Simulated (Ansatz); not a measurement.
# Converging the field response of a MgS (001) film, part 3 of 3

Which settings does the induced dipole of a MgS (001) film need, and which can be cut?

Ansatz 0.2.0; plane-wave DFT, PBE, Ansatz PAW (the session's first sound run).

So far, equivalent conductor thickness p/(ε₀AE) (Å): step 2 (single point, setting first choice, PBE) 11.3; step 16 (run, box 28.4 Å (run 8), PBE) 11.2; step 17 (single point, box 28.4 Å (run 4), PBE) 11.3; step 18 (run, box 28.4 Å (run 9), PBE) 11.3; step 19 (LDA) 11.4.

## (20) Single point, box 28.4 Å (run 6)

This step: plane-wave DFT, r2SCAN, Ansatz PAW (Ansatz 0.2.0).

Contents of input.yaml:

```yaml
crystal:
  lattice:
    - [3.67695526, 0.0, 0.0]
    - [0.0, 3.67695526, 0.0]
    - [0.0, 0.0, 28.4]
  atoms:
    - { symbol: Mg, position: [0.5, 0.5, 0.3169014085] }
    - { symbol: S, position: [0.0, 0.0, 0.3169014085] }
    - { symbol: Mg, position: [0.0, 0.0, 0.4084507042] }
    - { symbol: S, position: [0.5, 0.5, 0.4084507042] }
    - { symbol: Mg, position: [0.5, 0.5, 0.5] }
    - { symbol: S, position: [0.0, 0.0, 0.5] }
    - { symbol: Mg, position: [0.0, 0.0, 0.5915492958] }
    - { symbol: S, position: [0.5, 0.5, 0.5915492958] }
    - { symbol: Mg, position: [0.5, 0.5, 0.6830985915] }
    - { symbol: S, position: [0.0, 0.0, 0.6830985915] }
kpoints:
  mp_grid: { grid: [8, 8, 1] }
hamiltonian:
  xc: r2scan
scf:
  occupations: { method: fixed }
  convergence: { dr2_threshold: 1.0e-10 }
efield:
  axis: 3
  dipole_correction: true
  ramp_position: 0.97
  ramp_width: 0.06
  amplitude: 0.1
output:
  write_potential: true
  write_density: true
  volumetric_format: npy
```

Run with:

```bash
> ansatz run input.yaml --threads 4 --pin off --max-ram 6144MiB --backend cpu --events-out ev --progress --plain --runs-dir out
```

Numbers of over 12 decimals in the logs are rounded to 6 here.

The log of the run:

```text
[...]
Crystal: 10 atoms, lattice volume = 383.968 Å³
Basis set: ecut = 500 eV, 9719 PW (Γ), exchange–correlation on 108×108×864 points (64 copies of the dense FFT grid, shifted against one another)
Bands: 50, of which v1, the nominal top of the filled ones, is band 40 counted from 1 (39 counted from 0)
Symmetry: 8 space group operations
k-points: 15 of 64
[...]
k-point 0: bands = [... 36 lower, -0.2888, -0.2515, 0.0936, 0.0936, 3.6238, 3.9514, 4.0788, 4.7547, ... 6 higher]
  k-point 1: bands = [... 36 lower, -0.2895, -0.2699, -0.0277, 0.0832, 3.9201, 4.2531, 4.4298, 5.0276, ... 6 higher]
  k-point 2: bands = [... 36 lower, -0.3418, -0.2635, -0.2397, 0.0285, 4.3161, 4.6671, 5.0377, 5.5489, ... 6 higher]
  k-point 14: bands = [... 36 lower, -1.7525, -1.7009, -1.1510, -0.9330, 3.2301, 3.5717, 4.3124, 5.0088, ... 6 higher]
[key lines of the parts left out:]
SCF converged after 12 iterations
Free energy (F): -14176.923199 eV
Fermi energy:    0.093625 eV
Dipole field:    D = 0.039021 V/Å  (p = 0.082800 e·Å, saw-weighted, corrected)
```

Run time: 6.8 s. Hardware: 4 threads of AMD EPYC 9R45, shared host; peak memory 1.5 GiB.

The dipole corresponds to a conductor 11.082 Å thick, -2.28 % from the first choice, at 2.2 times its CPU time.

## (21) Single point, box 28.4 Å (run 7)

This step: plane-wave DFT, PBE, norm-conserving (Ansatz 0.2.0).

input.yaml, as its differences from that of step 20:

```diff
@@ -19,3 +19,4 @@
 hamiltonian:
-  xc: r2scan
+  xc: pbe
+  pseudopotentials: { kind: nc }
 scf:
```

The log of the run:

```text
[...]
Crystal: 10 atoms, lattice volume = 383.968 Å³
Basis set: ecut = 1142.878222 eV, 33729 PW (Γ)
Bands: 50, of which v1, the nominal top of the filled ones, is band 40 counted from 1 (39 counted from 0)
Symmetry: 8 space group operations
k-points: 15 of 64
[...]
k-point 0: bands = [... 36 lower, -0.0803, -0.0803, 0.2934, 0.2934, 3.1418, 3.4803, 3.6137, 4.3540, ... 6 higher]
  k-point 1: bands = [... 36 lower, -0.0925, -0.0594, 0.1744, 0.2860, 3.5165, 3.7890, 3.9898, 4.6508, ... 6 higher]
  k-point 2: bands = [... 36 lower, -0.1229, -0.0522, -0.0234, 0.2390, 3.9563, 4.2553, 4.6065, 5.1856, ... 6 higher]
  k-point 14: bands = [... 36 lower, -1.5032, -1.4794, -0.9351, -0.7241, 2.7810, 3.1291, 3.8616, 4.5639, ... 6 higher]
[key lines of the parts left out:]
SCF converged after 13 iterations
Free energy (F): -9592.012787 eV
Fermi energy:    0.293410 eV
Dipole field:    D = 0.039950 V/Å  (p = 0.084771 e·Å, saw-weighted, corrected)
```

Wall time 13 s (4 threads); peak memory 2.7 GiB; 51 s of CPU time.

The dipole corresponds to a conductor 11.346 Å thick, +0.04 % from the first choice, at 4.2 times its CPU time.

## (22) Single point, box 28.4 Å (run 8)

This step: plane-wave DFT, PBE, JTH PAW (Ansatz 0.2.0).

input.yaml, as its differences from that of step 21:

```diff
@@ -20,3 +20,3 @@
   xc: pbe
-  pseudopotentials: { kind: nc }
+  pseudopotentials: { kind: paw, source: jth }
 scf:
```

The log of the run:

```text
[...]
k-point 0: bands = [... 36 lower, 0.1717, 0.1717, 0.5469, 0.5469, 3.3863, 3.7259, 3.8592, 4.5988, ... 6 higher]
  k-point 1: bands = [... 36 lower, 0.1601, 0.1926, 0.4276, 0.5395, 3.7613, 4.0350, 4.2359, 4.8949, ... 6 higher]
  k-point 2: bands = [... 36 lower, 0.1298, 0.2007, 0.2287, 0.4925, 4.2007, 4.5009, 4.8528, 5.4297, ... 6 higher]
  k-point 14: bands = [... 36 lower, -1.2507, -1.2242, -0.6859, -0.4737, 3.0251, 3.3732, 4.1068, 4.8107, ... 6 higher]
[key lines of the parts left out:]
SCF converged after 13 iterations
Free energy (F): -14142.449106 eV
Fermi energy:    0.546886 eV
Dipole field:    D = 0.039915 V/Å  (p = 0.084696 e·Å, saw-weighted, corrected)
```

Run time: 9.2 s. Hardware: 4 threads; peak memory 2 GiB; 36 s of CPU time.

The dipole corresponds to a conductor 11.336 Å thick, -0.05 % from the first choice, at 2.9 times its CPU time.

## (23) Comparing the runs

Times are for 4 threads of AMD EPYC 9R45, shared host. Results by setting:

```tsv
no.	setting	equivalent conductor thickness p/(ε₀AE) (Å)	time	memory (GiB)
1	first choice	11.34	3.2 s	0.86
2	cutoff 250 eV	11.33	1.6 s	0.56
3	cutoff 330 eV	11.34	2.2 s	0.71
4	cutoff 600 eV	11.34	5 s	1.3
5	mesh 1x1	12.34	0.49 s	0.42
6	mesh 2x2	11.65	0.66 s	0.60
7	mesh 4x4	11.35	1.4 s	0.70
8	mesh 16x16	11.34	8.8 s	1.3
9	vacuum 10 Å	11.33	2.1 s	0.72
10	vacuum 14 Å	11.34	2.5 s	0.79
11	vacuum 26 Å	11.34	3.8 s	1.0
12	field 0.005 V/Å	11.34	3 s	0.87
13	field 0.03 V/Å	11.34	3 s	0.87
14	field 0.3 V/Å	11.35	2.9 s	0.86
15	SCF threshold 1e-04 eV	11.22	2.6 s	0.86
16	SCF threshold 1e-06 eV	11.34	2.8 s	0.86
17	SCF threshold 1e-08 eV	11.34	2.8 s	0.86
18	LDA, Ansatz PAW (420 eV)	11.41	2.9 s	0.85
19	r2SCAN, Ansatz PAW (500 eV)	11.08	6.8 s	1.5
20	PBE, norm-conserving (1143 eV)	11.35	13 s	2.7
21	PBE, JTH PAW (900 eV)	11.34	9.2 s	2.0
```

## (24) Summary of results

```json
{"equivalent conductor thickness, first choice": "11.34 Å", "equivalent conductor thickness, cutoff 600 eV": "11.34 Å", "equivalent conductor thickness, mesh 1x1": "12.34 Å", "equivalent conductor thickness, mesh 2x2": "11.65 Å", "equivalent conductor thickness, vacuum 26 Å": "11.34 Å", "equivalent conductor thickness, SCF threshold 1e-04 eV": "11.22 Å", "equivalent conductor thickness, LDA, Ansatz PAW (420 eV)": "11.41 Å", "equivalent conductor thickness, r2SCAN, Ansatz PAW (500 eV)": "11.08 Å"}
```

The first choice gives 11.34 Å. Numerical settings off by more than 1 % against it: mesh 1x1 (+8.8 %), mesh 2x2 (+2.7 %) and SCF threshold 1e-04 eV (-1.1 %). The cheapest single change that stays within 0.5 % is mesh 4x4, at 38 % of the CPU time. Functionals and files move it by +0.6 % (LDA, Ansatz PAW (420 eV)), -2.3 % (r2SCAN, Ansatz PAW (500 eV)), under 0.1 % (PBE, norm-conserving (1143 eV)) and under 0.1 % (PBE, JTH PAW (900 eV)). The film is symmetric and its atoms are held, so the dipole is the electronic response to the field alone. Times of a few seconds on a shared host rank the settings only roughly. In 1 run of the series (vacuum 10 Å) the program warns that electrons reach the sawtooth's ramp, which makes dipole and work function less sure.

[Logs are printed without paths, hosts, clocks, repeated set-up lines and the standing remarks that a program may print on its own settings, such as how far it seeks lower states.]

[Hosts, paths, dates, database ids (printed as entryN), source tags and the programs' standing remarks are cut or masked in the printed files.]

[Maps of the electrostatic potential energy from Ansatz leave out the sawtooth potential of an applied field or a dipole correction, so their vacuum need not be flat; planar profiles and work functions include it.]
